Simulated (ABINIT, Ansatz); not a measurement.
# A GW chain in ABINIT: KNaMg2F6 (P4/mmm), part 2 of 3

Aim: the G0W0 gap of KNaMg2F6 (P4/mmm) on LDA, step by step.

ABINIT 10.8.3; LDA and many-body steps on it, plane waves. Known limits of the many-body steps: not at the basis limit; coarse k mesh.

So far. Step 2 (Ground state): The gap is indirect, with the least direct gap 0.40 eV higher.

## (3) Bands along the symmetry lines

Level of this step: DFT, LDA, plane waves, norm-conserving pseudopotentials (ABINIT).

The cheap functional maps the bands first; the places of the edges decide which points the dearer methods must see.

File run.abi:

```
acell 3*1.0 Angstrom
rprim 
  4.007581000000 0.000000000000 0.000000000000
  0.000000000000 4.007581000000 0.000000000000
  0.000000000000 0.000000000000 7.994870000000
ntypat 4
znucl 19 11 12 9
natom 10
typat 1 2 3 3 4 4 4 4 4 4
xred 
  0.500000000000 0.500000000000 0.500000000000
  0.500000000000 0.500000000000 0.000000000000
  0.000000000000 0.000000000000 0.246633000000
  0.000000000000 0.000000000000 0.753367000000
  0.500000000000 0.000000000000 0.243520000000
  0.500000000000 0.000000000000 0.756480000000
  0.000000000000 0.500000000000 0.756480000000
  0.000000000000 0.500000000000 0.243520000000
  0.000000000000 0.000000000000 0.000000000000
  0.000000000000 0.000000000000 0.500000000000
pp_dirpath "pseudos"
pseudos "K.upf, Na.upf, Mg.upf, F.upf"
ecut 38
iscf -2
irdden 1
kptopt 0
nkpt 39
kpt 
  0.00000000 0.00000000 0.00000000
  0.00000000 0.12500000 0.00000000
  0.00000000 0.25000000 0.00000000
  0.00000000 0.37500000 0.00000000
  0.00000000 0.50000000 0.00000000
  0.12500000 0.50000000 0.00000000
  0.25000000 0.50000000 0.00000000
  0.37500000 0.50000000 0.00000000
  0.50000000 0.50000000 0.00000000
  0.37500000 0.37500000 0.00000000
  0.25000000 0.25000000 0.00000000
  0.12500000 0.12500000 0.00000000
  0.00000000 0.00000000 0.00000000
  0.00000000 0.00000000 0.12500000
  0.00000000 0.00000000 0.25000000
  0.00000000 0.00000000 0.37500000
  0.00000000 0.00000000 0.50000000
  0.00000000 0.12500000 0.50000000
  0.00000000 0.25000000 0.50000000
  0.00000000 0.37500000 0.50000000
  0.00000000 0.50000000 0.50000000
  0.12500000 0.50000000 0.50000000
  0.25000000 0.50000000 0.50000000
  0.37500000 0.50000000 0.50000000
  0.50000000 0.50000000 0.50000000
  0.37500000 0.37500000 0.50000000
  0.25000000 0.25000000 0.50000000
  0.12500000 0.12500000 0.50000000
  0.00000000 0.00000000 0.50000000
  0.00000000 0.50000000 0.00000000
  0.00000000 0.50000000 0.12500000
  0.00000000 0.50000000 0.25000000
  0.00000000 0.50000000 0.37500000
  0.00000000 0.50000000 0.50000000
  0.50000000 0.50000000 0.00000000
  0.50000000 0.50000000 0.12500000
  0.50000000 0.50000000 0.25000000
  0.50000000 0.50000000 0.37500000
  0.50000000 0.50000000 0.50000000
istwfk *1
nband 47
nbdbuf 2
tolwfr 1e-08
nstep 40
prtwf 0
prtvol 0
indata_prefix "in"
outdata_prefix "out"
tmpdata_prefix "tmp"
```

Run with:

```
$ OMP_NUM_THREADS=1 mpirun -n 4 abinit run.abi > log
```

Numbers of over 12 decimals in the logs are rounded to 6 here.

Output:

```text
.Version 10.8.3 of ABINIT. v10.8.2 released Aug 2026.

 Symmetries : space group P4/m m m (#123); Bravais tP (primitive tetrag.)
[... echo of the input left out ...]
== DATASET  1 ==================================================================
-   mpi_nproc: 4, omp_nthreads: 1 (-1 if OMP is not activated)

--- !DatasetInfo
iteration_state: {dtset: 1, }
dimensions: {natom: 10, nkpt: 39, mband: 47, nsppol: 1, nspinor: 1, nspden: 1, mpw: 9813, }
cutoff_energies: {ecut:  38.0, pawecutdg:  -1.0, }
electrons: {nelect:   8.00000000E+01, charge:   0.00000000E+00, occopt:   1.00000000E+00, tsmear:   1.00000000E-02, }

 Real(R)+Recip(G) space primitive vectors, cartesian coordinates (Bohr,Bohr^-1):
 R(1)=  7.5732305  0.0000000  0.0000000  G(1)=  0.1320440  0.0000000  0.0000000
 R(2)=  0.0000000  7.5732305  0.0000000  G(2)=  0.0000000  0.1320440  0.0000000
 R(3)=  0.0000000  0.0000000 15.1081147  G(3)=  0.0000000  0.0000000  0.0661896
 Unit cell volume ucvol=  8.6650810E+02 bohr^3
 Angles (23,13,12)=  9.00000000E+01  9.00000000E+01  9.00000000E+01 degrees

 getcut: wavevector=  0.0000  0.0000  0.0000  ngfft=  45  45  90
         ecut(hartree)=     38.000   => boxcut(ratio)=   2.09370

--- Pseudopotential description ------------------------------------------------
- K Generated using ONCVPSP code by D. R. Hamann
- 19.00000   9.00000  180309                  znucl, zion, pspdat
12 -1012 2 -1 2170                            pspcod,pspxc,lmax,lloc,mmax
     nproj     2     2     2
  pspatm : epsatm=    8.21740868
         --- l  ekb(1:nproj) -->
             0   10.940065    0.829722
             1    4.437415    0.568178
             2   -3.386874   -1.066382
 pspatm: atomic psp has been read  and splines computed

- Na Generated using ONCVPSP code by D. R. Hamann
- 11.00000   9.00000  180309                  znucl, zion, pspdat
12 -1012 1 -1 1968                            pspcod,pspxc,lmax,lloc,mmax
     nproj     2     2     0
  pspatm : epsatm=    9.37365322
         --- l  ekb(1:nproj) -->
[...]
pspatm: atomic psp has been read  and splines computed

- Mg Generated using ONCVPSP code by D. R. Hamann
- 12.00000  10.00000  180309                  znucl, zion, pspdat
12 -1012 1 -1 1510                            pspcod,pspxc,lmax,lloc,mmax
     nproj     2     2     0
  pspatm : epsatm=    9.23542517
         --- l  ekb(1:nproj) -->
[...]
pspatm: atomic psp has been read  and splines computed

- F Generated using ONCVPSP code by D. R. Hamann
-  9.00000   7.00000  201202                  znucl, zion, pspdat
12 -1012 2 -1 824                             pspcod,pspxc,lmax,lloc,mmax
     nproj     2     2     1
  pspatm : epsatm=    4.94580260
         --- l  ekb(1:nproj) -->
[...]
2   -2.364936
 pspatm: atomic psp has been read  and splines computed

[...]
iteration_state: {dtset: 1, }
comment   : Summary of ground state results
lattice_vectors:
- [  7.5732305,   0.0000000,   0.0000000, ]
- [  0.0000000,   7.5732305,   0.0000000, ]
- [  0.0000000,   0.0000000,  15.1081147, ]
lattice_lengths: [   7.57323,    7.57323,   15.10811, ]
lattice_angles: [ 90.000,  90.000,  90.000, ] # degrees, (23, 13, 12)
lattice_volume:   8.6650810E+02
convergence: {deltae:  0.000E+00, res2:  0.000E+00, residm:  9.984E-09, diffor:  0.000E+00, }
etotal    :  -3.42246069E+02
entropy   :   0.00000000E+00
fermie    :  -1.88552285E-02
cartesian_stress_tensor: null
pressure_GPa: null
xred      :
- [  5.0000E-01,   5.0000E-01,   5.0000E-01,  K]
- [  5.0000E-01,   5.0000E-01,   0.0000E+00, Na]
- [  0.0000E+00,   0.0000E+00,   2.4663E-01, Mg]
- [  0.0000E+00,   0.0000E+00,   7.5337E-01, Mg]
- [  5.0000E-01,   0.0000E+00,   2.4352E-01,  F]
- [  5.0000E-01,   0.0000E+00,   7.5648E-01,  F]
- [  0.0000E+00,   5.0000E-01,   7.5648E-01,  F]
- [  0.0000E+00,   5.0000E-01,   2.4352E-01,  F]
- [  0.0000E+00,   0.0000E+00,   0.0000E+00,  F]
- [  0.0000E+00,   0.0000E+00,   5.0000E-01,  F]
cartesian_forces: null
force_length_stats: {min: null, max: null, mean: null, }

 Integrated electronic density in atomic spheres:
 ------------------------------------------------
 Atom  Sphere_radius  Integrated_density
[...]
================================================================================

 ----iterations are completed or convergence reached----

 Mean square residual over all n,k,spin=   55.822E-10; max=  99.842E-10
 reduced coordinates (array xred) for   10 atoms
[...]
0.000000000000      0.000000000000      0.000000000000
       0.000000000000      0.000000000000      0.500000000000

 cartesian coordinates (angstrom) at end:
    1      2.003791     2.003791     3.997435
    2      2.003791     2.003791     0.000000
    3      0.000000     0.000000     1.971799
[...]
9      0.000000     0.000000     0.000000
   10      0.000000     0.000000     3.997435
 length scales=  1.889726125908  1.889726125908  1.889726125908 bohr
              =  1.000000000000  1.000000000000  1.000000000000 angstroms
 prteigrs : about to open file out_EIG
 Eigenvalues (hartree) for nkpt=  39  k points:
 kpt#   1, nband= 47, wtk=  1.00000, kpt=  0.0000  0.0000  0.0000 (reduced coord)
[...]
kpt#   2, nband= 47, wtk=  1.00000, kpt=  0.0000  0.1250  0.0000 (reduced coord)
[...]
kpt#   3, nband= 47, wtk=  1.00000, kpt=  0.0000  0.2500  0.0000 (reduced coord)
[...]
kpt#  38, nband= 47, wtk=  1.00000, kpt=  0.5000  0.5000  0.3750 (reduced coord)
[...]
0.35011    0.35472    0.36072    0.36072    0.41241    0.41738    0.41738
 kpt#  39, nband= 47, wtk=  1.00000, kpt=  0.5000  0.5000  0.5000 (reduced coord)
[...]
-0.09783   -0.09247   -0.08666   -0.08666   -0.07499   -0.07392   -0.07392   -0.07015
  -0.06102   -0.06095   -0.03244   -0.03244   -0.02857   -0.02857   -0.01957   -0.01949
   0.35032    0.35481    0.35963    0.35963    0.41088    0.42587    0.42587

== END DATASET(S) ==============================================================
================================================================================

 -outvars: echo values of variables after computation  --------
            nband          47
             nkpt          39
          spgroup         123
 [... the other variables as echoed above ...]

 Calculation completed.
```

Run time: 3.5 min. Hardware: 4 MPI ranks of Intel Xeon 6975P-C (Granite Rapids), shared host; peak memory 0.67 GiB.

This step gave:

```yaml
gap: 6.084 eV
k_of_the_valence_top: 0.5, 0.5, 0
k_of_the_conduction_bottom: 0, 0, 0
least_direct_gap: 6.484 eV
```

The gap is 6.084 eV, as in the run before at this level.

Electronic bands along the path, in eV, zero at the top of the highest filled band:

```csv
point,band 37,band 38,band 39,band 40,band 41,band 42,band 43,band 44
Γ,-0.53,-0.40,-0.40,-0.40,6.08,9.03,9.33,10.00
halfway,-0.70,-0.47,-0.47,-0.27,7.04,9.65,9.87,10.42
X,-0.85,-0.53,-0.50,-0.01,8.84,9.29,10.74,10.93
halfway,-0.32,-0.29,-0.29,0.00,9.30,9.87,10.78,10.79
M,-0.03,-0.01,0.00,0.00,10.01,10.15,10.61,10.61
halfway,-0.38,-0.37,-0.35,-0.21,7.80,9.99,10.14,10.96
Γ,-0.53,-0.40,-0.40,-0.40,6.08,9.03,9.33,10.00
halfway,-0.51,-0.51,-0.43,-0.43,6.33,8.19,9.77,10.03
Z,-0.50,-0.50,-0.46,-0.46,6.78,7.48,9.90,10.06
halfway,-0.63,-0.60,-0.40,-0.28,7.50,8.34,10.45,10.60
R,-0.63,-0.62,-0.37,-0.19,9.13,9.47,9.93,10.39
halfway,-0.39,-0.31,-0.26,-0.17,9.34,9.86,10.31,10.55
A,-0.26,-0.26,-0.02,-0.02,10.05,10.17,10.30,10.30
halfway,-0.38,-0.34,-0.31,-0.26,8.07,8.98,10.81,11.14
Z,-0.50,-0.50,-0.46,-0.46,6.78,7.48,9.90,10.06
jump to X,-0.85,-0.53,-0.50,-0.01,8.84,9.29,10.74,10.93
halfway,-0.58,-0.57,-0.55,-0.07,8.95,9.37,10.33,10.62
R,-0.63,-0.62,-0.37,-0.19,9.13,9.47,9.93,10.39
jump to M,-0.03,-0.01,0.00,0.00,10.01,10.15,10.61,10.61
halfway,-0.08,-0.08,-0.02,-0.01,10.03,10.16,10.41,10.41
A,-0.26,-0.26,-0.02,-0.02,10.05,10.17,10.30,10.30
```

## (4) Empty states on the mesh, 2×2×1 mesh, 112 bands

The sums over transitions need many empty states on a uniform mesh; this step solves for them.

File run.abi:

```
acell 3*1.0 Angstrom
rprim 
  4.007581000000 0.000000000000 0.000000000000
  0.000000000000 4.007581000000 0.000000000000
  0.000000000000 0.000000000000 7.994870000000
ntypat 4
znucl 19 11 12 9
natom 10
typat 1 2 3 3 4 4 4 4 4 4
xred 
  0.500000000000 0.500000000000 0.500000000000
  0.500000000000 0.500000000000 0.000000000000
  0.000000000000 0.000000000000 0.246633000000
  0.000000000000 0.000000000000 0.753367000000
  0.500000000000 0.000000000000 0.243520000000
  0.500000000000 0.000000000000 0.756480000000
  0.000000000000 0.500000000000 0.756480000000
  0.000000000000 0.500000000000 0.243520000000
  0.000000000000 0.000000000000 0.000000000000
  0.000000000000 0.000000000000 0.500000000000
pp_dirpath "pseudos"
pseudos "K.upf, Na.upf, Mg.upf, F.upf"
ecut 38
ngkpt 2 2 1
nshiftk 1
shiftk 0 0 0
kptopt 1
chksymbreak 0
iscf -2
irdden 1
istwfk *1
nband 112
nbdbuf 10
tolwfr 1e-09
nstep 60
prtvol 0
indata_prefix "in"
outdata_prefix "out"
tmpdata_prefix "tmp"
```

Output:

```text
.Version 10.8.3 of ABINIT. v10.8.2 released Aug 2026.

 Symmetries : space group P4/m m m (#123); Bravais tP (primitive tetrag.)
[... echo of the input left out ...]
== DATASET  1 ==================================================================
-   mpi_nproc: 4, omp_nthreads: 1 (-1 if OMP is not activated)
-    --> not optimal distribution: autoparal keyword recommended in input file <--

--- !DatasetInfo
iteration_state: {dtset: 1, }
dimensions: {natom: 10, nkpt: 3, mband: 112, nsppol: 1, nspinor: 1, nspden: 1, mpw: 9813, }
cutoff_energies: {ecut:  38.0, pawecutdg:  -1.0, }
electrons: {nelect:   8.00000000E+01, charge:   0.00000000E+00, occopt:   1.00000000E+00, tsmear:   1.00000000E-02, }

 Real(R)+Recip(G) space primitive vectors, cartesian coordinates (Bohr,Bohr^-1):
 R(1)=  7.5732305  0.0000000  0.0000000  G(1)=  0.1320440  0.0000000  0.0000000
 R(2)=  0.0000000  7.5732305  0.0000000  G(2)=  0.0000000  0.1320440  0.0000000
 R(3)=  0.0000000  0.0000000 15.1081147  G(3)=  0.0000000  0.0000000  0.0661896
 Unit cell volume ucvol=  8.6650810E+02 bohr^3
 Angles (23,13,12)=  9.00000000E+01  9.00000000E+01  9.00000000E+01 degrees

 getcut: wavevector=  0.0000  0.0000  0.0000  ngfft=  45  45  90
         ecut(hartree)=     38.000   => boxcut(ratio)=   2.09370

--- Pseudopotential description ------------------------------------------------
- K Generated using ONCVPSP code by D. R. Hamann
- 19.00000   9.00000  180309                  znucl, zion, pspdat
12 -1012 2 -1 2170                            pspcod,pspxc,lmax,lloc,mmax
     nproj     2     2     2
  pspatm : epsatm=    8.21740868
         --- l  ekb(1:nproj) -->
             0   10.940065    0.829722
             1    4.437415    0.568178
             2   -3.386874   -1.066382
 pspatm: atomic psp has been read  and splines computed

- Na Generated using ONCVPSP code by D. R. Hamann
- 11.00000   9.00000  180309                  znucl, zion, pspdat
12 -1012 1 -1 1968                            pspcod,pspxc,lmax,lloc,mmax
     nproj     2     2     0
  pspatm : epsatm=    9.37365322
         --- l  ekb(1:nproj) -->
[...]
pspatm: atomic psp has been read  and splines computed

- Mg Generated using ONCVPSP code by D. R. Hamann
- 12.00000  10.00000  180309                  znucl, zion, pspdat
12 -1012 1 -1 1510                            pspcod,pspxc,lmax,lloc,mmax
     nproj     2     2     0
  pspatm : epsatm=    9.23542517
         --- l  ekb(1:nproj) -->
[...]
pspatm: atomic psp has been read  and splines computed

- F Generated using ONCVPSP code by D. R. Hamann
-  9.00000   7.00000  201202                  znucl, zion, pspdat
12 -1012 2 -1 824                             pspcod,pspxc,lmax,lloc,mmax
     nproj     2     2     1
  pspatm : epsatm=    4.94580260
         --- l  ekb(1:nproj) -->
[...]
2   -2.364936
[...]
-2.5919E+00 -2.5919E+00 -1.7646E+00 -1.3954E+00 -1.3952E+00 -1.3952E+00
 -1.3951E+00 -1.3951E+00 -1.3951E+00 -9.5133E-01 -7.5540E-01 -7.5331E-01
 -7.5331E-01 -7.4238E-01 -7.3262E-01 -7.2387E-01 -7.1631E-01 -7.1599E-01
[...]
1.2176E+00  1.2892E+00  1.2921E+00  1.2921E+00  1.3007E+00  1.3124E+00
  1.3466E+00  1.3471E+00  1.3542E+00  1.3564E+00  1.3646E+00  1.3668E+00
  1.3939E+00  1.3939E+00  1.4158E+00  1.4852E+00
 prteigrs : prtvol=0 or 1, do not print more k-points.

--- !ResultsGS
iteration_state: {dtset: 1, }
comment   : Summary of ground state results
lattice_vectors:
- [  7.5732305,   0.0000000,   0.0000000, ]
- [  0.0000000,   7.5732305,   0.0000000, ]
- [  0.0000000,   0.0000000,  15.1081147, ]
lattice_lengths: [   7.57323,    7.57323,   15.10811, ]
lattice_angles: [ 90.000,  90.000,  90.000, ] # degrees, (23, 13, 12)
lattice_volume:   8.6650810E+02
convergence: {deltae:  0.000E+00, res2:  0.000E+00, residm:  9.914E-10, diffor:  0.000E+00, }
etotal    :  -3.42246069E+02
entropy   :   0.00000000E+00
fermie    :  -1.88552285E-02
cartesian_stress_tensor: null
pressure_GPa: null
xred      :
- [  5.0000E-01,   5.0000E-01,   5.0000E-01,  K]
- [  5.0000E-01,   5.0000E-01,   0.0000E+00, Na]
- [  0.0000E+00,   0.0000E+00,   2.4663E-01, Mg]
- [  0.0000E+00,   0.0000E+00,   7.5337E-01, Mg]
- [  5.0000E-01,   0.0000E+00,   2.4352E-01,  F]
- [  5.0000E-01,   0.0000E+00,   7.5648E-01,  F]
- [  0.0000E+00,   5.0000E-01,   7.5648E-01,  F]
- [  0.0000E+00,   5.0000E-01,   2.4352E-01,  F]
- [  0.0000E+00,   0.0000E+00,   0.0000E+00,  F]
- [  0.0000E+00,   0.0000E+00,   5.0000E-01,  F]
cartesian_forces: null
force_length_stats: {min: null, max: null, mean: null, }

 Integrated electronic density in atomic spheres:
 ------------------------------------------------
 Atom  Sphere_radius  Integrated_density
[...]
================================================================================

 ----iterations are completed or convergence reached----

 Mean square residual over all n,k,spin=   43.754E-11; max=  99.136E-11
 reduced coordinates (array xred) for   10 atoms
[...]
0.000000000000      0.000000000000      0.000000000000
       0.000000000000      0.000000000000      0.500000000000

 cartesian coordinates (angstrom) at end:
    1      2.003791     2.003791     3.997435
    2      2.003791     2.003791     0.000000
[...]
9      0.000000     0.000000     0.000000
   10      0.000000     0.000000     3.997435
 length scales=  1.889726125908  1.889726125908  1.889726125908 bohr
              =  1.000000000000  1.000000000000  1.000000000000 angstroms
 prteigrs : about to open file out_EIG
 Eigenvalues (hartree) for nkpt=   3  k points:
 kpt#   1, nband=112, wtk=  0.25000, kpt=  0.0000  0.0000  0.0000 (reduced coord)
[...]
1.21763    1.28923    1.29207    1.29207    1.30070    1.31244    1.34663    1.34711
   1.35416    1.35641    1.36458    1.36676    1.39394    1.39394    1.41584    1.48521
 prteigrs : prtvol=0 or 1, do not print more k-points.

== END DATASET(S) ==============================================================
================================================================================

 -outvars: echo values of variables after computation  --------
            nband         112
             nkpt           3
          spgroup         123
 [... the other variables as echoed above ...]

 Calculation completed.
```

Wall time 53 s (4 MPI ranks); peak memory 0.46 GiB; 3.5 min of CPU time.

Numbers from this step:

- gap: 6.084 eV
- k of the valence top: 0.5, 0.5, 0
- k of the conduction bottom: 0, 0, 0
- least direct gap: 6.484 eV
- k points computed: 3
- lowest point of the top converged band, above the valence top: 34.57 eV

On this mesh the gap is 6.084 eV.

## (5) Screening, 2×2×1 mesh, 102 bands, screening to 98 eV

The RPA dielectric matrix is built and inverted for each q.

This step: RPA screening on LDA, plane waves, norm-conserving pseudopotentials.

run.abi: that of step 4 with these lines changed.

```diff
@@ -28,10 +28,11 @@
 chksymbreak 0
-iscf -2
-irdden 1
 istwfk *1
-nband 112
-nbdbuf 10
-tolwfr 1e-09
-nstep 60
-prtvol 0
+occopt 1
+irdwfk 1
+optdriver 3
+nband 102
+ecuteps 3.6
+inclvkb 2
+awtr 1
+symchi 1
 indata_prefix "in"
```

Output:

```text
.Version 10.8.3 of ABINIT. v10.8.2 released Aug 2026.

 Symmetries : space group P4/m m m (#123); Bravais tP (primitive tetrag.)
[... echo of the input left out ...]
== DATASET  1 ==================================================================
-   mpi_nproc: 4, omp_nthreads: 1 (-1 if OMP is not activated)

--- !DatasetInfo
iteration_state: {dtset: 1, }
dimensions: {natom: 10, nkpt: 3, mband: 102, nsppol: 1, nspinor: 1, nspden: 1, mpw: 9813, }
cutoff_energies: {ecut:  38.0, pawecutdg:  -1.0, }
electrons: {nelect:   8.00000000E+01, charge:   0.00000000E+00, occopt:   1.00000000E+00, tsmear:   1.00000000E-02, }

 SCREENING: Calculation of the susceptibility and dielectric matrices

 Based on a program developped by R.W. Godby, V. Olevano, G. Onida, and L. Reining.
 Incorporated in ABINIT by V. Olevano, G.-M. Rignanese, and M. Torrent.
.Using double precision arithmetic ; gwpc =  8

[... cell and pseudopotentials left out ...]
--------------------------------------------------------------------------------

 ==== K-mesh for the wavefunctions ====
 Number of points in the irreducible wedge :     3
[... list of points left out ...]
 Together with 16 symmetry operations and time-reversal symmetry
 yields     4 points in the full Brillouin Zone.

 ==== Q-mesh for the screening function ====
 Number of points in the irreducible wedge :     3
[... list of points left out ...]
 Together with 16 symmetry operations and time-reversal symmetry
 yields     4 points in the full Brillouin Zone.

 setmesh: FFT mesh size selected  =    27x   27x   60
          total number of points  =        43740

 vcoul_init : cutoff-mode = AUXILIARY_FUNCTION
 q-points for optical limit:   1
     1)      0.000010    0.000020    0.000030

- screening: taking advantage of time-reversal symmetry
- Maximum band index for partially occupied states nbvw = 40
- Remaining bands to be divided among processors   nbcw = 62
- Number of bands treated by each node ~15

 Number of electrons calculated from density =   80.0000; Expected =   80.0000
 average of density, n =  0.092325
 r_s =    1.3726
 omega_plasma =   29.3099 [eV]

 calculating chi0 at frequencies [eV] :
  1    0.000000E+00    0.000000E+00
  2    0.000000E+00    2.930990E+01

--------------------------------------------------------------------------------
  q-point number  1        q = ( 0.000000, 0.000000, 0.000000) [r.l.u.]
--------------------------------------------------------------------------------
[... chi0 elements left out ...]
 For q-point:  0.000010 0.000020 0.000030
  dielectric constant =   1.9703
  dielectric constant without local fields =   2.0625

  Average fulfillment of the sum rule on Im[epsilon] for q-point    1 :     26.67  [%]
[... wings left out ...]
  q-point number  2        q = ( 0.500000, 0.000000, 0.000000) [r.l.u.]
--------------------------------------------------------------------------------
[... chi0 elements left out ...]
  Average fulfillment of the sum rule on Im[epsilon] for q-point    2 :     28.41  [%]

 [... 1 further q-points ...]
```

Run time: 46 s. Hardware: 4 MPI ranks; peak memory 1.3 GiB.

This step gave:

| Quantity | Value |
| --- | --- |
| ε∞ with local fields, on this mesh, along the program's q direction | 1.970 |
| the same without local fields | 2.062 |
| plasma frequency | 29.31 eV |
| plane waves in the screening matrix | 297 |

Local fields lower ε∞ by 4 %. On a Γ-centred mesh this coarse the value itself is usually too large, while a short band sum pulls it down.

(Continued in part 3 of 3.)

[Paths, hosts, dates, memory and timing lines, banners, echoed tables and standing remarks are left out of the program output.]

[Logs are printed without paths, hosts, clocks, repeated set-up lines and the standing remarks that a program may print on its own settings, such as how far it seeks lower states.]

[Runs of the session that timed out or met a known fault of the program may be left out.]

[Hosts, paths, dates, database ids (printed as entryN), source tags and the programs' standing remarks are cut or masked in the printed files.]

[G0W0 gaps are taken among the corrected bands and points alone; a level outside them can change the order at an edge.]

[Where Ansatz stands beside ABINIT at settings called matched, ABINIT's density can come from a denser mesh and the files from another edition; pairs whose starting gaps differed by over 0.03 eV were left out, so agreement reads better than it is.]
